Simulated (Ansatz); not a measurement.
# Electron–phonon scattering in Pb(111) film of 4 layers, part 3 of 3

Wanted: the electron–phonon coupling λ, α²F(ω) and the phonon-limited resistivity of Pb(111) film of 4 layers, on meshes from cheap to dear.

Ansatz 0.2.0; DFT PBE, scalar-relativistic, plane waves, PAW; PAW set soft_1.

So far, coupling constant λ: step 5 (electron–phonon run: q 2×2×1, k 6×6×1, scattering 8×8×1) 1.07; step 6 (k-mesh 9×9×1, scattering mesh 12×12×1, q mesh 3×3×1) 1.10. Also log mean phonon energy ħω_log (meV): step 5 4.53; step 6 4.78.

## Step 7: Electron–phonon run: q 3×3×1, k 9×9×1, scattering 18×18×1

The next rung changes the scattering mesh, which samples the Fermi surface.

Input file input.yaml:

```yaml
crystal:
  lattice:
    - [3.5146055303, 0.0, 0.0]
    - [-1.7573027651, 3.0437376735, 0.0]
    - [0.0, 0.0, 40.9473019119]
  atoms:
    - { symbol: Pb, position: [0.0, 0.0, 0.1339059504] }
    - { symbol: Pb, position: [0.3333333333, 0.6666666667, 0.2017504369] }
    - { symbol: Pb, position: [0.6666666667, 0.3333333333, 0.2762700696] }
    - { symbol: Pb, position: [0.0, 0.0, 0.3441145561] }
  periodic: [true, true, false]
kpoints:
  mp_grid: { grid: [9, 9, 1] }
hamiltonian:
  xc: pbe
  pseudopotentials: { kind: paw, azcp: { folder: soft_1 } }
scf:
  occupations: { method: methfessel_paxton, width: 0.2 }
output:
  eigenvalues: true
phonons:
  method: dfpt
  qmesh: [3, 3, 1]
  temperatures: { t_max: 1000, t_step: 50 }
  qpath:
    path:
      - [0.0, 0.0, 0.0]
      - [0.5, 0.0, 0.0]
      - [0.33333333, 0.33333333, 0.0]
      - [0.0, 0.0, 0.0]
    npoints: 10
  electrical_resistivity:
    mesh: [18, 18, 1]
    temperatures: [20.0, 50.0, 77.0, 100.0, 150.0, 200.0, 300.0, 400.0, 600.0, 800.0]
```

Started as:

```
$ ansatz run input.yaml --threads 4 --pin off --max-ram 20480MiB --backend cpu --events-out ev --progress --plain --runs-dir out
```

Numbers of over 12 decimals in the logs are rounded to 6 here.

What it wrote:

```text
[...]
Crystal: 4 atoms, lattice volume = 438.035 Å³
Basis set: ecut = 420 eV, 8531 PW (Γ), exchange–correlation on 48×48×576 points (8 copies of the dense FFT grid, shifted against one another)
Bands: 34, of which v1, the nominal top of the filled ones, is band 28 counted from 1 (27 counted from 0)
Symmetry: 12 space group operations
[...]
sheet resistance at 100 K: 45.44 Ω
[...]
sheet resistance at 150 K: 69.46 Ω
[...]
sheet resistance at 200 K: 93.20 Ω
[...]
sheet resistance at 300 K: 140.6 Ω
[...]
sheet resistance at 400 K: 188.3 Ω
[...]
sheet resistance at 600 K: 285.0 Ω
[...]
sheet resistance at 800 K: 383.5 Ω
[...]
vibrations of 9 cells: unjudged by the run; compare a larger repeat
[...]
[key lines of the parts left out:]
SCF converged after 11 iterations
Free energy (F): -47635.011999 eV
Fermi energy:    -3.857448 eV
```

Wall time 13 min (4 threads of Arm Neoverse V1, shared host); peak memory 8.3 GiB; 51 min of CPU time.

This step gave:

- sheet resistance 300K: 140.6 Ω/square, mean in the plane
- resistivity at 300 K: 57.58 μΩ cm, mean of the axes, of the whole cell with its vacuum
- coupling constant λ: 1.037
- density of states at the Fermi level: 0.9484 states/eV a spin and cell
- log mean phonon energy ħω_log: 4.746 meV
- transport coupling constant λ_tr: 0.8924, 0.8924, 0 (xx, yy, zz)
- Drude plasma energy: 4.182, 4.182, 0 eV (xx, yy, zz), of the whole cell with its vacuum
- second-moment phonon energy ħω₂: 5.671 meV, from the broadened α²F curve

Solved on the 3×3×1 mesh alone; all other wavevectors are interpolated. Phonon branches along the path, in cm⁻¹:

```tsv
point	branch 1	branch 2	branch 3	branch 4	branch 9	branch 10	branch 11	branch 12
Γ	0	0	0	14	36	36	67	72
halfway	16	22	24	28	52	61	72	72
M	29	31	34	43	66	67	81	81
halfway	33	38	41	44	65	68	78	80
K	36	41	41	45	71	71	72	75
halfway	22	27	28	29	56	62	71	74
Γ	0	0	0	14	36	36	67	72
```

The run reports squared frequencies that differ by up to 56 % between the solve mesh and the fine mesh. By its own test the run is not converged in the mesh. λ = 1.04 and 141 Ω per square at 300 K, against 1.10 and 163 in the run with q 3×3×1, k 9×9×1, scattering 12×12×1 (-6.1 % and -13.6 %). N(E_F) moves by -4.5 % and the coupling-weighted phonon energy by -0.1 %; λ goes as N/ω², which would give -4.3 % if the matrix elements stayed. The run's own test puts 22 % between its two finest meshes on the component of the resistivity at 300 K that moves most, more than that change.

## Step 8: Cost and result by level

Times are for 4 threads of Arm Neoverse V1, shared host. Results by setting:

```tsv
no.	run	sheet resistance 300K (Ω/square, mean in the plane)	coupling constant λ	log mean phonon energy ħω_log (meV)	time	memory (GiB)
1	q 2×2×1, k 6×6×1, scattering 8×8×1	162.1	1.075	4.532	3.1 min	3.9
2	q 3×3×1, k 9×9×1, scattering 12×12×1	162.7	1.104	4.78	13 min	8.3
3	q 3×3×1, k 9×9×1, scattering 18×18×1	140.6	1.037	4.746	13 min	8.3
```

The runs together, line α²F. Table of Eliashberg function α²F, α²F by phonon energy; read off at these points:

```tsv
phonon energy (meV)	q 2×2×1, k 6×6×1, scattering 8×8×1	q 3×3×1, k 9×9×1, scattering 12×12×1	q 3×3×1, k 9×9×1, scattering 18×18×1
0.50	0.00239	0.00619	0.00804
1.00	0.0165	0.0209	0.0174
1.50	0.0299	0.0328	0.0262
2.00	0.0577	0.0430	0.0440
2.50	0.111	0.0706	0.0659
3.00	0.169	0.103	0.106
3.50	0.313	0.233	0.200
4.00	0.614	0.525	0.482
4.43	0.702	0.601	0.604
4.50	0.605	0.660	0.638
5.00	0.481	0.495	0.438
5.50	0.487	0.591	0.584
6.00	0.493	0.894	0.742
6.21	0.624	0.666	0.611
6.50	0.352	0.523	0.562
6.59	0.349	0.885	0.760
6.82	0.623	0.235	0.207
7.00	0.314	0.203	0.161
7.50	0.658	0.405	0.372
8.00	0.254	0.715	0.568
8.50	0.293	0.122	0.146
9.00	0.301	0.0754	0.0895
9.50	0.0783	0.445	0.379
```

## Step 9: Summary of results

| Item | Value |
| --- | --- |
| run | PBE, q 3×3×1, k 9×9×1, scattering 18×18×1 |
| coupling constant λ | 1.04 |
| log mean phonon energy ħω_log | 4.75 meV |
| states at the Fermi level | 0.948 states/eV/spin/cell |
| sheet resistance at 300 K | 141 Ω per square |
| change between its two finest scattering meshes | λ 3 %, resistivity at 300 K 22 % |
| time of that run | 13 min |

**Reading.** On the last rung that gave a resistivity at the base settings (q 3×3×1, k 9×9×1, scattering 18×18×1), Pb(111) film of 4 layers has λ = 1.0 and a phonon-limited sheet resistance of 141 Ω per square at 300 K. Across the runs of step 8 the sheet resistance 300K runs from 141 Ω/square, mean in the plane (q 3×3×1, k 9×9×1, scattering 18×18×1) to 163 Ω/square, mean in the plane (q 3×3×1, k 9×9×1, scattering 12×12×1), while the wall time spans a factor of 4.3. The coupling is strong (λ = 1.0), so phonons raise the electrons' mass at the Fermi surface by about 104 %. Values of ρ(T) above 601 K, the melting point, are the model's extrapolation. Values of ρ(T) under 50 K rest on the softest modes, mostly interpolated ones, and are the least sure of the table. The high-temperature form ρ = 2π k_B T λ_tr/(ħ ε₀ ω_p²) gives 61.6 μΩ cm along x at 300 K, against 57.6 from the Boltzmann equation. The three lowest branches give 36 % of λ. By the run's own test, which takes the component that moves most, the resistivity at 300 K moves by 22 % between its two finest scattering meshes, so it is not converged. In the run quoted no mode is imaginary at the wavevectors of the 3×3×1 mesh; wavevectors off that mesh are interpolated. Only scattering by harmonic phonons counts; impurities, grain boundaries and thermal expansion are left out. The resistivity belongs to the whole cell, vacuum included; the sheet resistance is the quantity that does not depend on the vacuum. Spin–orbit coupling, left out here, matters for Pb. The c of the given cell is the typed one; the program laid its own vacuum and ran the layer in a cell 40.9 Å high. The structure was built by hand as an ordered model, and its stability against other phases was not tested.

[Logs are printed without paths, hosts, clocks, repeated set-up lines and the standing remarks that a program may print on its own settings, such as how far it seeks lower states.]

[Hosts, paths, dates, database ids (printed as entryN), source tags and the programs' standing remarks are cut or masked in the printed files.]
